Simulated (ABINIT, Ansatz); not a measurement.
Computed results, one entry a study.

```
How the form of the self-energy moves the gap of GaN (P6_3mc)
1.0
     3.18000    0.00000    0.00000
    -1.59000    2.75396    0.00000
     0.00000    0.00000    5.16600
Ga N
2 2
Direct
  0.33333 0.66667 0.00000
  0.66667 0.33333 0.50000
  0.33333 0.66667 0.37500
  0.66667 0.33333 0.87500
# method: RPA screening on LDA, plane waves, norm-conserving pseudopotentials (and 4 further levels or steps)
# program: ABINIT 10.8.3
# settings: cutoff 36 Ha, PseudoDojo scalar-relativistic 0.4.1 standard, norm-conserving, ngkpt (3, 3, 2), nband 73, ecuteps 5.2 Ha, gwcalctyp 2, nfreqre 16, nfreqim 8, inclvkb 2, freqremax 40 eV, spmeth 1, nomegasf 120, shiftk (0, 0, 0), symchi 1, awtr 1, frequency cd, 3×3×2 k-mesh
# cost: 9 runs, 71 s in all on 4 MPI ranks of Arm Neoverse V2, shared host
# notes: The database entry behind the starting cell differs from other determinations of this structure. The program’s warnings: Min real frequency set to default [Ha] = and nkpt*nsppol () is not a multiple of nproc spkpt (). The cell and positions come from the Crystallography Open Database and are kept as given unless a step says otherwise. Limits: no spin-orbit coupling. Static COHSEX lies above G0W0: it lacks the factor Z and overstates the Coulomb hole of the filled states. The 3×3×2 mesh is coarse for this cell, which bears on the long-range parts of exchange and screening. The norm-conserving file of at least one element keeps a d shell over frozen s and p shells of the same row. Exchange with those shells is missing from the self-energy, an error of 0.3 to 0.9 eV in cases checked, whose sign depends on which edge lies on those atoms.
# G0W0, Godby-Needs plasmon pole: 2.486 eV
# G0W0, Engel-Farid plasmon pole: 2.444 eV
# G0W0, Hybertsen-Louie plasmon pole: 2.534 eV
# one-shot COHSEX: 3.573 eV
# one-shot Hartree-Fock: 9.847 eV
# G0W0, contour deformation: 2.518 eV
# known limits: short of the basis limit; exchange with frozen shells missing; no spin-orbit coupling; coarse k mesh
```

[Long decimals in the printed logs are rounded to 6 places.]

[Logs are printed without paths, hosts, clocks, repeated set-up lines and the standing remarks that a program may print on its own settings, such as how far it seeks lower states.]

[Paths, hosts, dates, memory and timing lines, banners, echoed tables and standing remarks are left out of the program output; an Ansatz launch command may be rebuilt from the run's recorded settings. Measured values are a selection of at most five: reports struck by readers or far from the other reports are left out. None is set beside runs whose start may be inverted or whose files or cutoffs have a known fault.]

[Runs of the session that timed out or met a known fault of the program may be left out.]

[Hosts, paths, dates, database ids (printed as entryN), source tags and the programs' standing remarks are cut or masked in the printed files.]

[G0W0 gaps are taken among the corrected bands and points alone; a level outside them can change the order at an edge.]

[Where Ansatz stands beside ABINIT at settings called matched, ABINIT's density can come from a denser mesh and the files from another edition; pairs whose starting gaps differed by over 0.03 eV were left out, so agreement reads better than it is.]
